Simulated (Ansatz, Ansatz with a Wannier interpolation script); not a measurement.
# From a coarse GW mesh to bands everywhere: MoS2 (P6_3/mmc)

Aim: the G0W0 bands of MoS2 (P6_3/mmc) along the symmetry lines, with the gap off the mesh.

Main program and level: Ansatz 0.2.0; PBEsol, Wannier functions and G0W0, plane waves, PAW.

The database entry behind the starting cell differs from later determinations by our own check (about 0.3 % long), so it need not match the best structure at ambient conditions.

### Step 1. Starting point

It takes space group P6_3/mmc (No. 194, hexagonal). Conventional cell: a = 3.169 Å, b = 3.169 Å, c = 12.324 Å, α = 90.00°, β = 90.00°, γ = 120.00°. Nearest to Mo lie 6 S at 2.41 Å. Nearest to S lie 3 Mo at 2.41 Å. Farther neighbours and most contacts between anions are not listed.

Structure file:

```cif
data_structure
_symmetry_space_group_name_H-M 'P6_3/mmc'
_symmetry_Int_Tables_number 194
_cell_length_a 3.1690
_cell_length_b 3.1690
_cell_length_c 12.3240
_cell_angle_alpha 90.000
_cell_angle_beta 90.000
_cell_angle_gamma 120.000
_cell_volume 107.18
loop_
_atom_site_label
_atom_site_type_symbol
_atom_site_symmetry_multiplicity
_atom_site_Wyckoff_symbol
_atom_site_fract_x
_atom_site_fract_y
_atom_site_fract_z
_atom_site_occupancy
Mo1 Mo 2 c 0.33333 0.66667 0.25000 1
S1 S 4 f 0.33333 0.66667 0.62300 1
```

The cell and positions come from the Crystallography Open Database and are kept as given unless a step says otherwise. The default PAW set here is soft_2. Its files were made with PBE.

### Step 2. PBEsol bands

Levels along a band path, at the cheap level, show where the edges lie and whether the meshes to come will hold them.

This step: DFT, PBEsol, plane waves, PAW.

The input, input.yaml:

```yaml
crystal:
  lattice:
    - [3.169, 0.0, 0.0]
    - [-1.5845, 2.7444345046, 0.0]
    - [0.0, 0.0, 12.324]
  atoms:
    - { symbol: Mo, position: [0.3333333333, 0.6666666667, 0.25] }
    - { symbol: Mo, position: [0.6666666667, 0.3333333333, 0.75] }
    - { symbol: S, position: [0.3333333333, 0.6666666667, 0.623] }
    - { symbol: S, position: [0.6666666667, 0.3333333333, 0.123] }
    - { symbol: S, position: [0.3333333333, 0.6666666667, 0.877] }
    - { symbol: S, position: [0.6666666667, 0.3333333333, 0.377] }
kpoints:
  mp_grid: { grid: [6, 6, 2] }
  band_path:
    path:
      - [[0.0, 0.0, 0.0], [0.5, 0.0, 0.0], [0.33333333, 0.33333333, 0.0], [0.0, 0.0, 0.0], [0.0, 0.0, 0.5], [0.5, 0.0, 0.5], [0.33333333, 0.33333333, 0.5], [0.0, 0.0, 0.5]]
      - [[0.5, 0.0, 0.5], [0.5, 0.0, 0.0]]
      - [[0.33333333, 0.33333333, 0.5], [0.33333333, 0.33333333, 0.0]]
    npoints: 10
hamiltonian:
  xc: pbesol
scf:
  occupations: { method: fermi_dirac, width: 0.02 }
  n_extra_bands: 57
output:
  eigenvalues: true
  forces: true
  stress: true
  fatbands: true
  write_density: true
  write_potential: true
  elf: true
  volumetric_format: npy
```

On the command line:

```
ansatz run input.yaml --threads 2 --pin off --max-ram 92160MiB --backend cuda --events-out ev --progress --plain --runs-dir out --devices 1 --max-vram 13GiB  # rebuilt from the run's record
```

Numbers of over 12 decimals in the logs are rounded to 6 here.

Log:

```text
scf.n_extra_bands = 57 over 26 filled bands (N_el = 52.0): the run solves 83 bands
GPUs: using 1 of 1 available (devices: 1).
Engine: ansatz 0.2.0, x86_64-unknown-linux-gnu
Pseudopotentials: kind: paw
Pseudopotential: Mo, paw, valence charge 14, recommended cutoff 420 eV (normal), Mo.paw.azcp
Pseudopotential: S, paw, valence charge 6, recommended cutoff 420 eV (normal), S.paw.azcp
Functional definition: PBEsol
  exchange = pbesol_x
  correlation = pbesol_c
device memory: the entry about to start is reckoned to put 3.2 GiB on a device that reports 76.0 GiB free (of which the cap on the GPU budget leaves the run 13.0 GiB)
GPU FFT provider: cuFFT
GPU libraries: cuBLAS 13.8.2, cuFFT 12.4.0, cuSOLVER 12.3.4
Crystal: 6 atoms, lattice volume = 107.183 Å³
Basis set: ecut = 420 eV, 2081 PW (Γ), exchange–correlation on 48×48×180 points (8 copies of the dense FFT grid, shifted against one another)
Bands: 83, of which v1, the nominal top of the filled ones, is band 26 counted from 1 (25 counted from 0)
Symmetry: 24 space group operations
Space group: P63/mmc (ITA 194), of the structure as read, at distance tolerance 4.8e-5 Å
k-points: 14 of 72
Non-local potential: Mo, projectors of the file, l = 0: 3, l = 1: 2, l = 2: 2, l = 3: 1
Non-local potential: S, projectors of the file, l = 0: 2, l = 1: 2, l = 2: 2
PAW form: soft (Blöchl's): semilocal exchange-correlation on the pseudo side does not see the compensation charge
PAW frozen core: Mo, regenerated for the run's functional, and the local potential with it (the file was generated under x = pbe(κ = 0.804, μ = 0.219515), c = pbe(β = 0.066725))
PAW frozen core: S, regenerated for the run's functional, and the local potential with it (the file was generated under x = pbe(κ = 0.804, μ = 0.219515), c = pbe(β = 0.066725))
PAW one-centre angular grid: Mo, 590 points (default); XC on 64 Gauss nodes
PAW one-centre angular grid: S, 110 points (default); XC on 64 Gauss nodes
Initial density: superposition of atomic densities (neutral atoms: chi_scale 0, normalization atom), corrected by the library's trained network
Initial wavefunctions: pseudopotential atomic-orbital guess
GPU buffer pool allocated for 51840 grid points (all kernels)
GPU transforms: local potential and band sums: pruned to the plane-wave sphere, on 24×24×90
Functional: x = pbesol(κ = 0.804, μ = 0.123457), c = pbesol(β = 0.046)
SCF iter   1: F=—  HF=-13340.310814 eV  |F-HF|=—  |Δ(HF+E_count)|=         —  Δρ=6.55e-3  dr2=2.87e-2  ethr=1.77e-3  ⟨swp⟩=5.9  Hψ=5955  notcnv=0  defer=249
preconditioner: auto → Resta (q_TF=auto, 2.418 Å⁻¹)  ε∞=2.0  [insulator: Δε(μ)=0.840 eV  Ē_g=21.401 eV  σ=0.020 eV  W_gap=1.00  n_scr=26 (ndim 8)  ℏωp=21.5 eV  f_vac=0.016  D(μ)=0.00/eV (n_scr^D=0)  ε∞_Penn≈2.0]
SCF iter   2: F=—  HF=-13340.312195 eV  |F-HF|=—  |Δ(HF+E_count)|=   1.38e-3  Δρ=3.59e-3  dr2=1.19e-2  ethr=5.52e-5  ⟨swp⟩=2.0  Hψ=1452  notcnv=0  defer=686
SCF iter   3: F=—  HF=-13340.313823 eV  |F-HF|=—  |Δ(HF+E_count)|=   1.63e-3  Δρ=2.46e-3  dr2=9.64e-3  ethr=2.29e-5  ⟨swp⟩=2.1  Hψ=780  notcnv=0  defer=686
SCF iter   4: F=—  HF=-13340.313489 eV  |F-HF|=—  |Δ(HF+E_count)|=   3.34e-4  Δρ=4.68e-4  dr2=2.25e-4  ethr=1.85e-5  ⟨swp⟩=2.2  Hψ=711  notcnv=0  defer=686
SCF iter   5: F=—  HF=-13340.313527 eV  |F-HF|=—  |Δ(HF+E_count)|=   3.80e-5  Δρ=1.31e-4  dr2=4.72e-5  ethr=4.32e-7  ⟨swp⟩=2.0  Hψ=695  notcnv=0  defer=686
SCF iter   6: F=—  HF=-13340.313536 eV  |F-HF|=—  |Δ(HF+E_count)|=   8.75e-6  Δρ=5.76e-5  dr2=8.90e-6  ethr=9.07e-8  ⟨swp⟩=1.0  Hψ=476  notcnv=0  defer=686
SCF iter   7: F=—  HF=-13340.313535 eV  |F-HF|=—  |Δ(HF+E_count)|=   3.50e-7  Δρ=7.01e-6  dr2=1.15e-7  ethr=1.71e-8  ⟨swp⟩=2.1  Hψ=616  notcnv=0  defer=686
SCF iter   8: F=-13340.313535 eV  HF=-13340.313535 eV  |F-HF|=2.56e-8  |Δ(HF+E_count)|=   1.99e-8  Δρ=3.22e-6  dr2=2.91e-8  ethr=1.92e-10  ⟨swp⟩=18.6  Hψ=9627  notcnv=0
SCF 1 converged in 8 iterations: F = -13340.313535 eV  dr2 = 2.91e-8
[...]
device memory: the entry about to start is reckoned to put 2.6 GiB on a device that reports 77.1 GiB free (of which the cap on the GPU budget leaves the run 13.0 GiB)
NSCF: frozen V_eff on 93 k-points
SCF converged after 8 iterations
Free energy (F): -13340.313535 eV
Harris-Foulkes:  -13340.313535 eV  (|F-HF|=2.56e-8)
Internal energy: -13340.313535 eV  (E = F + TS)
E sigma→0 (E₀):  -13340.313535 eV
Fermi energy:    11.218094 eV
--- Per-component energies (eV) ---
  E_band       = -316.080121
  E_kinetic    = 1309.845210
  E_local      = -3925.049290  (includes V_loc(G=0)·N_el)
  E_nonlocal   = 402.659347
  E_hartree    = 1506.792186
  E_xc         = -750.416969
  E_vxc        = -807.936300  (∫ρ·V_xc dr)
  E_paw        = -8623.594043  (= ΣΔE_a)
  E_vpaw       = -309.194309  (= ΣTr[D̂ρ^β])
  E_aug_tail   = 0.000074  (compensation charges beyond the density's cutoff)
  E_ewald      = -3261.216446
  E_core_change = 0.666396  (= ΣΔE_core)
  E_smearing   = -0.000000  (= −TS)
  E_closure    = 0.000000  (closes the sum)
  Σ components = -13340.313535   (vs F -13340.313535, Δ=0.00e0)
--- Forces (eV/Å), atoms counted from 1 ---
  atom   1  Mo    -0.00000000    -0.00000000     0.00000000
  atom   2  Mo     0.00000000     0.00000000     0.00000000
  atom   3  S     -0.00000000     0.00000000     0.30862727
  atom   4  S     -0.00000000    -0.00000000     0.30862727
  atom   5  S      0.00000000     0.00000000    -0.30862727
  atom   6  S      0.00000000    -0.00000000    -0.30862727
  max |Σ_I F_I| component: 6.94e-18 eV/Å
--- Stress (GPa, compression-positive) ---
       -3.281764       0.000000       0.000000
        0.000000      -3.281764      -0.000000
       -0.000000      -0.000000      -2.343343
  P = ⅓ Tr σ = -2.9690 GPa (-29.690 kbar)
--- Band table (eV; the first three rows and the last of 14) ---
  k-point 0: bands = [... 22 lower, 8.6788, 9.6282, 9.6418, 10.8147, 12.9067, 12.9067, 12.9343, 12.9343, ... 53 higher]
  k-point 1: bands = [... 22 lower, 8.6554, 8.6554, 10.5457, 10.5457, 12.9122, 12.9122, 12.9122, 12.9122, ... 53 higher]
  k-point 2: bands = [... 22 lower, 8.7477, 9.5986, 9.6662, 10.0339, 12.2806, 12.6458, 12.6679, 12.8682, ... 53 higher]
  k-point 13: bands = [... 22 lower, 7.9496, 7.9496, 10.1009, 10.1009, 11.8482, 11.8482, 13.0669, 13.0669, ... 53 higher]
```

It took 10 s on 1 × NVIDIA H100 80GB HBM3 (shared by 6 runs) with 2 threads of AMD EPYC 7R13 (Zen 3), shared host; peak memory 1 GiB.

Numbers from this step:

```
pressure             : -2.969 GPa
filled bands         : 26
gap                  : 0.8427 eV
valence top at       : Γ
conduction bottom at : k = (0.167, 0.167, 0.000)
least direct gap     : 1.650 eV
```

The gap is indirect, with the least direct gap 0.81 eV higher.

Electrostatic potential energy in the ac plane at fractional y = 0.333, with atoms of Mo and S within 0.2 Å of it. With pseudopotentials it is smooth inside the atoms' cores, unlike the true potential.

Values in eV, 24 rows by 16 columns, each cell a mean:
```
 15  15  14  14  14  15  15  15  15  15  15  15  15  15  15  15
 12  11  10  10  10  11  13  14  14  15  15  15  15  15  14  13
  8   5   3   2   4   7  10  12  13  13  13  13  13  13  12  11
  8   7   5   5   6   7   9   9   8   6   5   4   5   7   9   9
  7   9  10  10  10   8   3  -5 -17 -28 -32 -33 -30 -21  -9   1
  1   8  10  11   9   4  -8 -28 -45 -46 -46 -46 -46 -46 -35 -14
  3   8  11  11   9   5  -4 -21 -39 -45 -45 -45 -45 -42 -28  -9
  8   9   9   9   9   8   7   3  -4 -11 -15 -16 -12  -6   1   6
  8   5   3   2   4   7   9  10  11  10  10  10  10  11  11  10
 10   7   5   4   6   8  11  12  14  14  14  14  14  14  13  12
 13  13  12  12  12  13  14  14  15  15  15  15  15  15  15  14
 15  15  15  15  15  15  15  15  15  15  15  15  15  15  15  15
 15  15  15  15  15  15  14  14  13  11  11  10  11  12  13  14
 12  14  15  15  14  13  10   4  -5 -13 -17 -17 -15  -8   2   9
  8  12  13  13  13  10   3 -13 -27 -27 -20 -19 -24 -29 -18  -1
  8  10  11  11  11   9   5  -6 -20 -26 -25 -25 -26 -23 -11   2
  7   5   4   3   4   6   7   7   4   0  -3  -4  -1   3   6   7
  1  -4  -8  -9  -6  -1   4   7   9  10  11  11  11  10   8   6
  3  -1  -4  -5  -3   1   5   8   9   9   9   9   9   9   8   6
  8   8   8   7   8   8   7   3  -4 -12 -16 -17 -14  -7   1   6
  8  11  12  12  12   9   3 -12 -26 -27 -22 -21 -25 -28 -17  -1
 10  13  14  14  13  11   5  -7 -22 -26 -24 -23 -26 -25 -12   2
 13  14  15  15  15  14  12  10   5   0  -4  -4  -2   3   8  12
 15  15  15  15  15  15  15  15  14  14  14  14  14  14  15  15
```
Columns run along a (3.2 Å; values clipped at the 3rd and 97th percentile), rows up along c (12.3 Å). Atoms in or near the plane, at fractional coordinates: Mo at (0.67, 0.75), S at (0.67, 0.12), S at (0.67, 0.38).

ELF in the ac plane at fractional y = 0.333, with atoms of Mo and S within 0.2 Å of it. It is the smooth field of the valence electrons, not physical close to the nuclei.

Ten even steps from '0' (0.03) to '9' (0.93), each cell a mean:
```
1233321000000000
6777764210000024
7888876431111246
6777765422222235
3455432245666432
1222213677546774
1233212577667753
4566653223444323
7777776432111246
7788876421001135
4667653100000012
0111100000111000
1000013578998764
6200147999999998
7411368874113688
6311357885334788
3111124567667764
1233321122222221
1222222234444332
4211136787667876
7421368874102688
7311268986546898
4100136899999987
0000001245666431
```
Columns run along a (3.2 Å), rows up along c (12.3 Å). Atoms in or near the plane, at fractional coordinates: Mo at (0.67, 0.75), S at (0.67, 0.12), S at (0.67, 0.38).

### Step 3. Wannier functions (Mo:4d S:3p) on 12×12×4

Localised functions give a small Hamiltonian that interpolates between mesh points at no cost.

This step: maximally localised Wannier functions, PBEsol, plane waves, PAW.

input.yaml, the sections that differ from step 2:

```yaml
kpoints:
  mp_grid: { grid: [6, 6, 2] }
scf:
  occupations: { method: fixed }
  n_extra_bands: 57
output:
  wannier:
    kmesh: [12, 12, 4]
    projections: [{ species: Mo, l: d, shell: 4 }, { species: S, l: p, shell: 3 }]
    minimise: true
    write_hr: true
    seedname: w
    conv_tol: 1.0e-07
    max_iter: 4000
    disentanglement:
      window: [3.75, 16.17]
      frozen_window: [3.75, 13.06]
      conv_tol: 1.0e-08
# crystal, hamiltonian: as in step 2
```

Log:

```text
[...]
GPUs: using 1 of 1 available (devices: 1).
[...]
GPU FFT provider: cuFFT
GPU libraries: cuBLAS 13.8.2, cuFFT 12.4.0, cuSOLVER 12.3.4
Crystal: 6 atoms, lattice volume = 107.183 Å³
Basis set: ecut = 420 eV, 2081 PW (Γ)
Bands: 83, of which v1, the nominal top of the filled ones, is band 26 counted from 1 (25 counted from 0)
Symmetry: 24 space group operations
[...]
k-points: 14 of 72
[...]
GPU buffer pool allocated for 51840 grid points (all kernels)
[...]
SCF iter   1: F=—  HF=-13340.310935 eV  |F-HF|=—  |Δ(HF+E_count)|=         —  Δρ=6.56e-3  dr2=2.91e-2  ethr=1.77e-3  ⟨swp⟩=4.7  Hψ=4203  notcnv=0  defer=753
[...]
SCF iter   8: F=-13340.313605 eV  HF=-13340.313605 eV  |F-HF|=1.89e-8  |Δ(HF+E_count)|=   8.12e-9  Δρ=2.79e-6  dr2=2.19e-8  ethr=1.92e-10  ⟨swp⟩=12.4  Hψ=8178  notcnv=0
SCF 1 converged in 8 iterations: F = -13340.313605 eV  dr2 = 2.19e-8
[...]
NSCF: frozen V_eff on 14 k-points
the band table was solved once the SCF had ended and its energy, with any forces and stress, was formed, with the checks that follow a solve (4477 applications of the Hamiltonian). They found nothing against the state; the energy, forces and stress were not computed again (output.eigenvalues in the input reference)
[...]
the Wannier pass solved 61 of the 576 points of its mesh, and has the states at the others by symmetry: states obtained by the crystal's operations at points that were solved too leave a residual of 2.82e-13 eV (read by the count's bands and the next), within 6.67e-6 eV
SCF converged after 8 iterations
Free energy (F): -13340.313605 eV
[...]
Internal energy: -13340.313605 eV  (E = F + TS)
E sigma→0 (E₀):  -13340.313605 eV
Fermi energy:    10.814653 eV
[...]
--- Band table (eV; the first three rows and the last of 14) ---
  k-point 0: bands = [... 22 lower, 8.6788, 9.6282, 9.6418, 10.8147, 12.9067, 12.9067, 12.9343, 12.9343, ... 53 higher]
  k-point 1: bands = [... 22 lower, 8.6554, 8.6554, 10.5457, 10.5457, 12.9122, 12.9122, 12.9122, 12.9122, ... 53 higher]
  k-point 2: bands = [... 22 lower, 8.7477, 9.5986, 9.6662, 10.0339, 12.2806, 12.6458, 12.6679, 12.8682, ... 53 higher]
  k-point 13: bands = [... 22 lower, 7.9496, 7.9496, 10.1009, 10.1009, 11.8482, 11.8482, 13.0669, 13.0669, ... 53 higher]
Wannier search: line search 1 of at most 4000: gauge-dependent spread (as the search counts it) 2.3113658 Å², largest recent change 6.8e-1 Å² and fall left 1.7e-4 Å² against conv_tol 1.0e-7 Å², 0 stops escaped
```

Wall time 17 s (1 × NVIDIA H100 80GB HBM3 (shared by 6 runs) with 2 threads); peak memory 1.5 GiB.

w.win, one line in 2:

```text
! ansatz wannier90 interface
! states of the run's bands (counted from 1): 1-35
num_wann  = 22
conv_tol = 1e-7
dis_win_min = 3.75
dis_froz_min = 3.75
dis_num_iter = 10000
guiding_centres = true

Ang
      -1.5845000000020535       2.7444345045964433                      0.0
end unit_cell_cart
begin atoms_frac
Mo        0.6666666666666666       0.3333333333333333                     0.75
S         0.6666666666666666       0.3333333333333333                    0.123
S         0.6666666666666666       0.3333333333333333                    0.377
```

Numbers from this step:

```
gauge-invariant spread     : 36.55 Å²
diagonal spread            : 0.05395 Å²
off-diagonal spread        : 2.227 Å²
total spread               : 38.84 Å²
least projectability       : 0.4971
localisation steps         : 37
disentanglement steps      : 4
r.m.s. interpolation error : 2.09e-4 eV
r.m.s. error near the gap  : 2.45e-4 eV
```

Near the gap the model misses directly solved bands by 0.2 meV r.m.s. and by 3 meV at most in the window tested. This tests the starting bands, not the corrections carried with them.

Wannier functions, by row:

| function | x (Å) | y (Å) | z (Å) | spread (Å²) | nearest atom | distance (Å) |
| --- | --- | --- | --- | --- | --- | --- |
| 1 | 0.093 | 1.883 | 3.081 | 1.654 | Mo1 | 0.108 |
| 2 | -0.001 | 1.786 | 3.081 | 1.944 | Mo1 | 0.043 |
| 3 | 0.001 | 1.873 | 3.081 | 1.944 | Mo1 | 0.044 |
| 4 | 0 | 1.722 | 3.081 | 1.654 | Mo1 | 0.108 |
| 5 | -0.093 | 1.883 | 3.081 | 1.654 | Mo1 | 0.108 |
| 6 | 1.678 | 0.861 | 9.243 | 1.654 | Mo2 | 0.108 |
| 7 | 1.585 | 0.958 | 9.243 | 1.944 | Mo2 | 0.043 |
| 8 | 1.584 | 0.871 | 9.243 | 1.944 | Mo2 | 0.044 |
| 9 | 1.584 | 1.022 | 9.243 | 1.654 | Mo2 | 0.108 |
| 10 | 1.491 | 0.861 | 9.243 | 1.654 | Mo2 | 0.108 |
| 11 | -0.069 | 1.79 | 7.679 | 1.761 | S3 | 0.079 |
| 12 | 0.069 | 1.79 | 7.679 | 1.761 | S3 | 0.079 |
| 13 | 0 | 1.909 | 7.679 | 1.761 | S3 | 0.079 |
| 14 | 1.653 | 0.954 | 1.517 | 1.761 | S4 | 0.079 |
| 15 | 1.516 | 0.954 | 1.517 | 1.761 | S4 | 0.079 |
| 16 | 1.584 | 0.835 | 1.517 | 1.761 | S4 | 0.079 |
| 17 | 0.069 | 1.79 | 10.81 | 1.761 | S5 | 0.079 |
| 18 | -0.069 | 1.79 | 10.81 | 1.761 | S5 | 0.079 |
| 19 | 0 | 1.909 | 10.81 | 1.761 | S5 | 0.079 |
| 20 | 1.653 | 0.954 | 4.645 | 1.761 | S6 | 0.079 |
| 21 | 1.516 | 0.954 | 4.645 | 1.761 | S6 | 0.079 |
| 22 | 1.585 | 0.835 | 4.645 | 1.761 | S6 | 0.079 |

Frozen up to 2.24 eV; above it the model need not follow the bands. The electronic bands at the labelled points (eV, zero at the valence-band top):

| point | band 23 | band 24 | band 25 | band 26 | band 27 | band 28 | band 29 | band 30 |
| --- | --- | --- | --- | --- | --- | --- | --- | --- |
| Γ | -2.14 | -1.19 | -1.17 | 0.00 | 2.09 | 2.09 | 2.12 | 2.12 |
| halfway | -2.31 | -1.59 | -1.51 | -1.39 | 1.17 | 1.59 | 1.80 | 2.03 |
| M | -1.73 | -1.52 | -1.43 | -1.30 | 1.59 | 1.64 | 1.98 | 2.25 |
| halfway | -2.78 | -2.33 | -1.11 | -0.92 | 1.44 | 1.55 | 2.28 | 2.36 |
| K | -2.69 | -2.69 | -0.79 | -0.62 | 1.03 | 1.03 | 1.78 | 2.82 |
| halfway | -1.80 | -1.58 | -1.50 | -1.48 | 0.84 | 1.61 | 1.70 | 1.76 |
| Γ | -2.14 | -1.19 | -1.17 | 0.00 | 2.09 | 2.09 | 2.12 | 2.12 |
| halfway | -2.14 | -1.86 | -0.64 | -0.06 | 2.09 | 2.09 | 2.11 | 2.11 |
| A | -2.16 | -2.16 | -0.27 | -0.27 | 2.10 | 2.10 | 2.10 | 2.10 |
| halfway | -2.06 | -2.06 | -1.40 | -1.40 | 1.53 | 1.53 | 1.69 | 1.69 |
| L | -1.62 | -1.62 | -1.36 | -1.36 | 1.61 | 1.61 | 2.13 | 2.13 |
| halfway | -2.60 | -2.60 | -1.01 | -1.01 | 1.50 | 1.50 | 2.31 | 2.31 |
| H | -2.87 | -2.87 | -0.71 | -0.71 | 1.03 | 1.03 | 2.25 | 2.25 |
| halfway | -1.75 | -1.75 | -1.48 | -1.48 | 1.19 | 1.19 | 1.80 | 1.80 |
| A | -2.16 | -2.16 | -0.27 | -0.27 | 2.10 | 2.10 | 2.10 | 2.10 |
| jump to L | -1.62 | -1.62 | -1.36 | -1.36 | 1.61 | 1.61 | 2.13 | 2.13 |
| halfway | -1.70 | -1.55 | -1.41 | -1.32 | 1.60 | 1.63 | 2.02 | 2.22 |
| M | -1.73 | -1.52 | -1.43 | -1.30 | 1.59 | 1.64 | 1.98 | 2.25 |
| jump to H | -2.87 | -2.87 | -0.71 | -0.71 | 1.03 | 1.03 | 2.25 | 2.25 |
| halfway | -2.76 | -2.76 | -0.77 | -0.65 | 1.03 | 1.03 | 1.91 | 2.65 |
| K | -2.69 | -2.69 | -0.79 | -0.62 | 1.03 | 1.03 | 1.78 | 2.82 |

The same for Kohn-Sham, solved directly:

| point | band 23 | band 24 | band 25 | band 26 | band 27 | band 28 | band 29 | band 30 |
| --- | --- | --- | --- | --- | --- | --- | --- | --- |
| Γ | -2.14 | -1.19 | -1.17 | 0.00 | 2.09 | 2.09 | 2.12 | 2.12 |
| M | -1.73 | -1.52 | -1.43 | -1.30 | 1.59 | 1.64 | 1.98 | 2.25 |
| K | -2.69 | -2.69 | -0.79 | -0.62 | 1.03 | 1.03 | 1.78 | 2.82 |
| Γ | -2.14 | -1.19 | -1.17 | 0.00 | 2.09 | 2.09 | 2.12 | 2.12 |
| A | -2.16 | -2.16 | -0.27 | -0.27 | 2.10 | 2.10 | 2.10 | 2.10 |
| L | -1.62 | -1.62 | -1.36 | -1.36 | 1.61 | 1.61 | 2.13 | 2.13 |
| H | -2.87 | -2.87 | -0.71 | -0.71 | 1.03 | 1.03 | 2.25 | 2.25 |
| A | -2.16 | -2.16 | -0.27 | -0.27 | 2.10 | 2.10 | 2.10 | 2.10 |
| L | -1.62 | -1.62 | -1.36 | -1.36 | 1.61 | 1.61 | 2.13 | 2.13 |
| M | -1.73 | -1.52 | -1.43 | -1.30 | 1.59 | 1.64 | 1.98 | 2.25 |
| H | -2.87 | -2.87 | -0.71 | -0.71 | 1.03 | 1.03 | 2.25 | 2.25 |
| K | -2.69 | -2.69 | -0.79 | -0.62 | 1.03 | 1.03 | 1.78 | 2.82 |

(Part 1 of 2 ends here.)

[Paths, hosts, dates, memory and timing lines, banners, echoed tables and standing remarks are left out of the program output.]

[Logs are printed without paths, hosts, clocks, repeated set-up lines and the standing remarks that a program may print on its own settings, such as how far it seeks lower states.]

[Runs of the session that timed out or met a known fault of the program may be left out.]

[Hosts, paths, dates, database ids (printed as entryN), source tags and the programs' standing remarks are cut or masked in the printed files.]
